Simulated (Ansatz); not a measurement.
# Sr on Ta(110): change of the work function, part 5 of 5

Aim: the work function of Ta(110) at several coverages of Sr (shortbridge site), and the dipole that each adsorbate carries.

Ansatz 0.2.0; plane-wave DFT, PBEsol, Ansatz PAW.

So far, work function, upper face (eV): step 2 (the clean slab) 4.82; step 3 (adsorbate added, coverage 0.25 ML) 2.04; step 4 (the covered slab, coverage 0.5 ML) 3.02; step 6 (the slab at 0.25 ML, atoms frozen) 2.04; step 7 (the substrate of the 0.25 ML cell alone) 4.83.

### Step 10. The same run with other settings

This step: plane-wave DFT, PBEsol, Ansatz PAW, but for the change named below (Ansatz 0.2.0).

System of this step: Sr/Ta(110). The cell holds 18 atoms: 16 Ta and 2 Sr. Its edges and angles: a = 5.733 Å, b = 5.733 Å, c = 28.382 Å, α = 90.0°, β = 90.0°, γ = 70.5°. Vacuum lies along c.

A run with a changed input: it repeats the earlier run at 0.5 ML with kpoints.mp_grid.grid from [6, 6, 1] to [5, 5, 1] and magnetization to spin_polarized: true.

Contents of input.yaml:

```yaml
crystal:
  lattice:
    - [4.6810468914, -3.31, 0.0]
    - [4.6810468914, 3.31, 0.0]
    - [0.0, 0.0, 28.3823835106]
  atoms:
    - { symbol: Ta, position: [0.0, 0.0, 0.3170981041], spin: 0.5 }
    - { symbol: Ta, position: [0.25, 0.25, 0.3995620538], spin: -2.0 }
    - { symbol: Ta, position: [0.0, 0.0, 0.480310962], spin: -1.0 }
    - { symbol: Ta, position: [0.25, 0.25, 0.5576691452], spin: -4.0 }
    - { symbol: Ta, position: [0.0, 0.5, 0.3170981041], spin: 2.0 }
    - { symbol: Ta, position: [0.25, 0.75, 0.3995620538], spin: 4.0 }
    - { symbol: Ta, position: [0.0, 0.5, 0.480310962], spin: 4.0 }
    - { symbol: Ta, position: [0.25, 0.75, 0.5576691452], spin: 4.0 }
    - { symbol: Ta, position: [0.5, 0.0, 0.3170981041], spin: 2.0 }
    - { symbol: Ta, position: [0.75, 0.25, 0.3995620538], spin: -4.0 }
    - { symbol: Ta, position: [0.5, 0.0, 0.480310962], spin: 0.5 }
    - { symbol: Ta, position: [0.75, 0.25, 0.5576691452], spin: 2.0 }
    - { symbol: Ta, position: [0.5, 0.5, 0.3170981041], spin: 2.0 }
    - { symbol: Ta, position: [0.75, 0.75, 0.3995620538], spin: 1.0 }
    - { symbol: Ta, position: [0.5, 0.5, 0.480310962], spin: 4.0 }
    - { symbol: Ta, position: [0.75, 0.75, 0.5576691452], spin: -4.0 }
    - { symbol: Sr, position: [0.0, 0.25, 0.6829018959], spin: 4.0 }
    - { symbol: Sr, position: [0.5, 0.75, 0.6829018959], spin: 4.0 }
kpoints:
  mp_grid: { grid: [5, 5, 1] }
hamiltonian:
  xc: pbesol
scf:
  occupations: { method: fermi_dirac, width: 0.1 }
  convergence: { dr2_threshold: 1.0e-08 }
efield:
  axis: 3
  dipole_correction: true
  ramp_position: 0.97
  ramp_width: 0.06
relax:
  f_tol: 0.02
  max_steps: 60
  constraints: [{ sites: [0, 1, 4, 5, 8, 9, 12, 13] }]
output:
  bader: true
  dos: { projected: true, e_range: [-8, 4] }
  write_potential: true
  write_density: true
  volumetric_format: npy
magnetization:
  spin_polarized: true
```

On the command line:

```
ansatz run input.yaml --threads 4 --pin off --max-ram 6144MiB --backend cpu --events-out ev --progress --plain --runs-dir out
```

Numbers of over 12 decimals in the logs are rounded to 6 here.

What it wrote:

```text
Warning: where an SCF of this run starts from atoms to list the orders of its open shells, Ta (sites 3, 9, 15, from 0) starts with -3.00 μB on its 5d shell, in the place of the -4.00 μB that the deck gives it: its open shells can hold no more by Hund's first rule. To start from spheres of the given moment, type scf.initial_density.shell_occupations: []
[...]
Crystal: 18 atoms, lattice volume = 879.528 Å³
Basis set: ecut = 420 eV, 17279 PW (Γ), exchange–correlation on 80×80×384 points (8 copies of the dense FFT grid, shifted against one another)
Bands: 167, of which v1, the nominal top of the filled ones, is band 114 counted from 1 (113 counted from 0)
Symmetry: 1 space group operations
k-points: 13 of 25 (time reversal used)
[...]
Starting moments: Σ|m| = 49 μB on 18 of 18 sites
[...]
SCF iter   1: F=—  HF=-163871.178457 eV  |F-HF|=—  |Δ(HF+E_count)|=         —  Δρ=4.46e-2 (↑4.46e-2 ↓3.99e-2)  dr2=2.12e2  dr2_m=1.23e1  M=4.768 μB ∫|m|=14.637 μB  β_m=0.41  ethr=3.10e-3  p=-0.000 e·Å  D=-1.18e-8 V/Å  ΔV_dip=0.00 eV  dr2_dipole=2.37e1  V_vac-E_F(+/−)=7.13/7.13 eV  ⟨swp⟩=10.7  Hψ=24972  notcnv=0  defer=46
[...]
spin=Collinear: LDOS preconditioning applied to the charge; magnetization (m = ρ↑ − ρ↓) channel mixes plain (no charge-response kernel on spin).
SCF iter   2: F=—  HF=-163869.728484 eV  |F-HF|=—  |Δ(HF+E_count)|=    1.45e0  Δρ=2.68e-2 (↑2.68e-2 ↓2.59e-2)  dr2=4.31e1  dr2_m=4.56e0  M=6.070 μB ∫|m|=14.126 μB  β_m=0.33  ethr=3.10e-3  p=0.757 e·Å  D=1.56e-1 V/Å  ΔV_dip=-4.42 eV  dr2_dipole=2.85e1  V_vac-E_F(+/−)=1.99/6.41 eV  ⟨swp⟩=5.1  Hψ=8149  notcnv=0  defer=684
density mixer auto → msr1: a metal under ldos (density of states about μ 1.94 of a free-electron gas's, 134 screened modes)
SCF iter   3: F=—  HF=-163871.949609 eV  |F-HF|=—  |Δ(HF+E_count)|=    2.22e0  Δρ=1.95e-2 (↑1.95e-2 ↓1.90e-2)  dr2=1.34e1  dr2_m=2.50e0  M=5.438 μB ∫|m|=12.444 μB  β_m=0.67  ethr=3.10e-3  p=0.579 e·Å  D=1.19e-1 V/Å  ΔV_dip=-3.38 eV  dr2_dipole=7.44e0  V_vac-E_F(+/−)=2.32/5.71 eV  ⟨swp⟩=4.2  Hψ=5598  notcnv=0  defer=621
[...]
SCF iter  19: F=-163878.644966 eV  HF=-163878.644966 eV  |F-HF|=7.28e-10  |Δ(HF+E_count)|=   6.37e-9  Δρ=1.58e-7 (↑1.50e-7 ↓1.58e-7)  dr2=8.18e-10  dr2_m=1.23e-10  M=0.000 μB ∫|m|=0.000 μB  ethr=1.00e-12  p=0.318 e·Å  D=6.53e-2 V/Å  ΔV_dip=-1.85 eV  dr2_dipole=2.82e-11  V_vac-E_F(+/−)=3.07/4.92 eV  ⟨swp⟩=10.0  Hψ=23146  notcnv=0
[...]
SCF 1 converged in 19 iterations: F = -163878.644966 eV  dr2 = 8.18e-10
[...]
relax step   1: F+E_penalty+E_count = -163878.64496616 eV  Δ(F+E_penalty+E_count) = +0.000e0 eV  max|allowed force component| = 7.750e-1 eV/Å  Δτ_max = 0.0000 Å  (19 SCF iters, accepted)
[...]
Starting moments: Σ|m| = 49 μB on 18 of 18 sites; this step starts from the density that it was given
[...]
SCF iter  14: F=-163879.016877 eV  HF=-163879.016877 eV  |F-HF|=1.14e-9  |Δ(HF+E_count)|=   1.08e-8  Δρ=1.63e-7 (↑1.63e-7 ↓1.51e-7)  dr2=4.58e-10  dr2_m=1.60e-10  M=-0.000 μB ∫|m|=0.000 μB  ethr=1.00e-12  p=0.312 e·Å  D=6.41e-2 V/Å  ΔV_dip=-1.82 eV  dr2_dipole=1.02e-10  V_vac-E_F(+/−)=3.09/4.91 eV  ⟨swp⟩=7.1  Hψ=26004  notcnv=0
the starting moments were not kept: the SCF closed with an absolute magnetisation of 1.5e-4 μB, where they sum to 49 μB in size (18 sites). That is at most 0.1 of that sum. Measured as dr2_m measures the in/out step, that magnetisation stands 3.7e-10 eV from none, at or under the dr2_threshold of 1.0e-8 eV: it is no larger than a step whose dr2_m would equal this threshold.
SCF 2 converged in 14 iterations: F = -163879.016877 eV  dr2 = 4.58e-10
[...]
relax step   2: F+E_penalty+E_count = -163879.01687677 eV  Δ(F+E_penalty+E_count) = -3.719e-1 eV  max|allowed force component| = 5.607e-1 eV/Å  Δτ_max = 0.1988 Å  (14 SCF iters, accepted)
[...]
SCF iter  14: F=-163879.188086 eV  HF=-163879.188086 eV  |F-HF|=3.78e-10  |Δ(HF+E_count)|=   7.16e-9  Δρ=1.37e-7 (↑1.02e-7 ↓1.37e-7)  dr2=7.03e-10  dr2_m=6.09e-11  M=-0.000 μB ∫|m|=0.000 μB  ethr=2.46e-12  p=0.317 e·Å  D=6.51e-2 V/Å  ΔV_dip=-1.85 eV  dr2_dipole=4.19e-11  V_vac-E_F(+/−)=3.06/4.91 eV  ⟨swp⟩=7.7  Hψ=25551  notcnv=0
[...]
SCF 3 converged in 14 iterations: F = -163879.188086 eV  dr2 = 7.03e-10
relax step   3: F+E_penalty+E_count = -163879.18808560 eV  Δ(F+E_penalty+E_count) = -1.712e-1 eV  max|allowed force component| = 2.472e-1 eV/Å  Δτ_max = 0.1959 Å  (14 SCF iters, accepted)
[...]
relax step   4: F+E_penalty+E_count = -163879.23815914 eV  Δ(F+E_penalty+E_count) = -5.007e-2 eV  max|allowed force component| = 1.465e-1 eV/Å  Δτ_max = 0.1948 Å  (14 SCF iters, accepted)
SCF iter   1: F=—  HF=-163879.237768 eV  |F-HF|=—  |Δ(HF+E_count)|=         —  Δρ=1.16e-3 (↑1.16e-3 ↓1.16e-3)  dr2=1.11e-2  dr2_m=9.85e-3  M=0.004 μB ∫|m|=0.071 μB  β_m=0.30  ethr=4.19e-5  p=0.325 e·Å  D=6.69e-2 V/Å  ΔV_dip=-1.90 eV  dr2_dipole=2.28e-6  V_vac-E_F(+/−)=3.01/4.91 eV  ⟨swp⟩=3.0  Hψ=7876  notcnv=0  defer=474
[...]
SCF iter  12: F=-163879.244047 eV  HF=-163879.244047 eV  |F-HF|=3.78e-10  |Δ(HF+E_count)|=   1.47e-8  Δρ=1.54e-7 (↑1.54e-7 ↓1.54e-7)  dr2=1.36e-9  dr2_m=1.35e-10  M=0.000 μB ∫|m|=0.000 μB  ethr=1.00e-12  p=0.324 e·Å  D=6.66e-2 V/Å  ΔV_dip=-1.89 eV  dr2_dipole=3.85e-10  V_vac-E_F(+/−)=3.02/4.91 eV  ⟨swp⟩=6.8  Hψ=25900  notcnv=0
[...]
SCF 5 converged in 12 iterations: F = -163879.244047 eV  dr2 = 1.36e-9
relax step   5: F+E_penalty+E_count = -163879.24404707 eV  Δ(F+E_penalty+E_count) = -5.888e-3 eV  max|allowed force component| = 1.285e-2 eV/Å  Δτ_max = 0.0138 Å  (12 SCF iters, accepted)
[...]
SCF converged after 12 iterations
Magnetization: 0.0004 μB (114.0002 up, 113.9998 down)
Absolute magnetization: 0.0004 μB (∫|ρ↑−ρ↓|, with the PAW one-centre terms)
[...]
Per-site moments (μB) at R_I (Å): [(7.407796597760255e-7, 1.182449), (-1.2340736618229501e-6, 1.168298), (-1.9374057449755142e-6, 1.137603), (8.822477627442262e-6, 1.137602), (1.0429680535848621e-6, 1.182449), (-1.235259818216929e-6, 1.168297), (-1.8906781498788458e-6, 1.137602), (8.692407939573718e-6, 1.137603), (7.470416277409288e-7, 1.182449), (-1.2938385578474815e-6, 1.168298), (-1.994830660727483e-6, 1.137602), (8.68967050482904e-6, 1.137602), (1.0607853877259419e-6, 1.182449), (-1.2870752560161774e-6, 1.168297), (-1.8845938461936432e-6, 1.137602), (8.719344614682921e-6, 1.137602), (2.6788598447581456e-5, 1.351337), (2.678604396309389e-5, 1.351337)]
Free energy (F): -163879.244047 eV
[...]
Internal energy: -163878.466401 eV  (E = F + TS)
E sigma→0 (E₀):  -163878.855224 eV
Entropy (-TS):   -0.777646 eV (-43.203 meV/atom)
Fermi energy:    4.615800 eV
Dipole field:    D = 0.066583 V/Å  (p = 0.323631 e·Å, saw-weighted, corrected)
Work function:   Φ+ = 3.0189 eV   Φ− = 4.9087 eV
[...]
--- Forces (eV/Å), atoms counted from 1 ---
  atom   1  Ta    -0.00327247     0.00826526     0.76937155
  atom   2  Ta     0.01390920     0.02122503    -0.76335209
  atom   3  Ta     0.01284045    -0.00171981    -0.00412386
  atom   4  Ta     0.00981610    -0.01036723    -0.00470602
  atom   5  Ta     0.00327203    -0.00826414     0.76937167
  atom   6  Ta    -0.01390865    -0.02122501    -0.76335363
  atom   7  Ta    -0.01284628     0.00171798    -0.00412262
  atom   8  Ta    -0.00981333     0.01036851    -0.00470909
  atom   9  Ta     0.00327330    -0.00826484     0.76937165
  atom  10  Ta    -0.01390855    -0.02122498    -0.76335227
  atom  11  Ta    -0.01284623     0.00173005    -0.00412250
  atom  12  Ta    -0.00981335     0.01036582    -0.00470787
  atom  13  Ta    -0.00327287     0.00826373     0.76937183
  atom  14  Ta     0.01390948     0.02122502    -0.76335448
  atom  15  Ta     0.01284596    -0.00172831    -0.00412310
  atom  16  Ta     0.00981483    -0.01036709    -0.00470954
  atom  17  Sr     0.00000040    -0.00000203     0.00563834
  atom  18  Sr    -0.00000027     0.00000194     0.00564003
  max |Σ_I F_I| component: 2.80e-5 eV/Å
--- Band table (eV; the first three rows and the last of 26) ---
  k-point 0 ↑: bands = [... 110 lower, 4.6594, 4.9063, 4.9965, 5.0744, 5.1922, 5.2245, 5.2485, 5.4230, ... 49 higher]
  k-point 1 ↑: bands = [... 110 lower, 4.4674, 4.6796, 4.7006, 4.8935, 4.9501, 5.0340, 5.0617, 5.2790, ... 49 higher]
  k-point 2 ↑: bands = [... 110 lower, 4.2506, 4.2661, 4.3312, 4.3849, 4.4163, 4.4889, 4.6360, 4.6802, ... 49 higher]
  k-point 12 ↓: bands = [... 110 lower, 4.0656, 4.2030, 4.2731, 4.3512, 4.4011, 4.5723, 4.5895, 4.6014, ... 49 higher]
--- Relaxed structure (5 steps of the walk, 5 accepted, 0 SCFs on fresh bases) ---
  F+E_penalty+E_count = -163879.24404707 eV   max|allowed force component| = 1.285e-2 eV/Å
  atoms:
    - { symbol: Ta, position: [0.0, 0.0, 0.3170981041] }
    - { symbol: Ta, position: [0.25, 0.25, 0.399562] }
    - { symbol: Ta, position: [-9.870205233341776e-5, 0.000584597, 0.480598] }
    - { symbol: Ta, position: [0.249197, 0.245288, 0.558600] }
    - { symbol: Ta, position: [-5.551115123125783e-17, 0.5, 0.3170981041] }
    - { symbol: Ta, position: [0.25, 0.75, 0.399562] }
    - { symbol: Ta, position: [9.870490884611449e-5, 0.499416, 0.480598] }
    - { symbol: Ta, position: [0.250803, 0.754712, 0.558600] }
    - { symbol: Ta, position: [0.5, -5.551115123125783e-17, 0.3170981041] }
    - { symbol: Ta, position: [0.75, 0.25, 0.399562] }
    - { symbol: Ta, position: [0.500099, -0.000584662, 0.480598] }
    - { symbol: Ta, position: [0.750802, 0.254712, 0.558600] }
    - { symbol: Ta, position: [0.5, 0.5, 0.3170981041] }
    - { symbol: Ta, position: [0.75, 0.75, 0.399562] }
    - { symbol: Ta, position: [0.499901, 0.500585, 0.480598] }
    - { symbol: Ta, position: [0.749197, 0.745288, 0.558600] }
    - { symbol: Sr, position: [6.103999583562114e-9, 0.250000, 0.662618] }
    - { symbol: Sr, position: [0.500000, 0.750000, 0.662618] }
--- Bader charges: 18 sites ---
  site symbol  charge [e]  shift [e]    m [muB]
     0     Ta     -0.0963     0.0000     0.0000
     1     Ta      0.1003     0.0000     0.0000
     2     Ta      0.0753     0.0000     0.0000
     3     Ta     -0.3623     0.0000     0.0000
     4     Ta     -0.0963     0.0000     0.0000
     5     Ta      0.1004     0.0000     0.0000
     6     Ta      0.0753     0.0000     0.0000
     7     Ta     -0.3623     0.0000     0.0000
     8     Ta     -0.0963     0.0000     0.0000
     9     Ta      0.1004     0.0000     0.0000
    10     Ta      0.0753     0.0000     0.0000
    11     Ta     -0.3623     0.0000     0.0000
    12     Ta     -0.0963     0.0000     0.0000
    13     Ta      0.1003     0.0000     0.0000
    14     Ta      0.0753     0.0000     0.0000
    15     Ta     -0.3623     0.0000     0.0000
    16     Sr      0.5658     0.0000     0.0002
    17     Sr      0.5658     0.0000     0.0002
  estimated error of the sums over rays = 7.2e-4 e
```

Wall time 26 min (4 threads of Arm Neoverse V1, shared host); peak memory 5.2 GiB.

| quantity | this run | earlier run | difference |
| --- | --- | --- | --- |
| work function, upper face (eV) | 3.019 | 3.025 | -0.0057 |
| work function, lower face (eV) | 4.909 | 4.901 | 0.0081 |
| dipole along the normal (e·Å) | 0.3236 | 0.3213 | 0.0024 |
| total moment (μB) | 3.70e-4 | 0 | 3.7e-4 |

What moves beyond 0.01 in its unit (for the dipole 0.5 % and 5e-5 e·Å): dipole along the normal (+0.00236 e·Å).

The change shows in the results, which are not taken further.

### Step 11. Results

```
work function of the clean face                                                           : 4.82 eV
work function at 0.25 ML                                                                  : 2.04 eV
work function at 0.5 ML                                                                   : 3.02 eV
dipole per adsorbate at 0.25 ML, positive end outwards                                    : 2.26 D
step of the potential from the moved charge at 0.25 ML, upper less lower side, atoms held : -2.75 eV
```

What this shows: Sr lowers the work function of Ta(110) at the lowest coverage, by 2.78 eV: the adsorbate layer has its positive end outwards. The slab has 4 layers, at the tabulated experimental lattice constant, one starting site was run, and quantum-size effects of a slab this thin can reach one or two tenths of an eV.

[Logs are printed without paths, hosts, clocks, repeated set-up lines and the standing remarks that a program may print on its own settings, such as how far it seeks lower states.]

[Hosts, paths, dates, database ids (printed as entryN), source tags and the programs' standing remarks are cut or masked in the printed files.]

[Maps of the electrostatic potential energy from Ansatz leave out the sawtooth potential of an applied field or a dipole correction, so their vacuum need not be flat; planar profiles and work functions include it.]
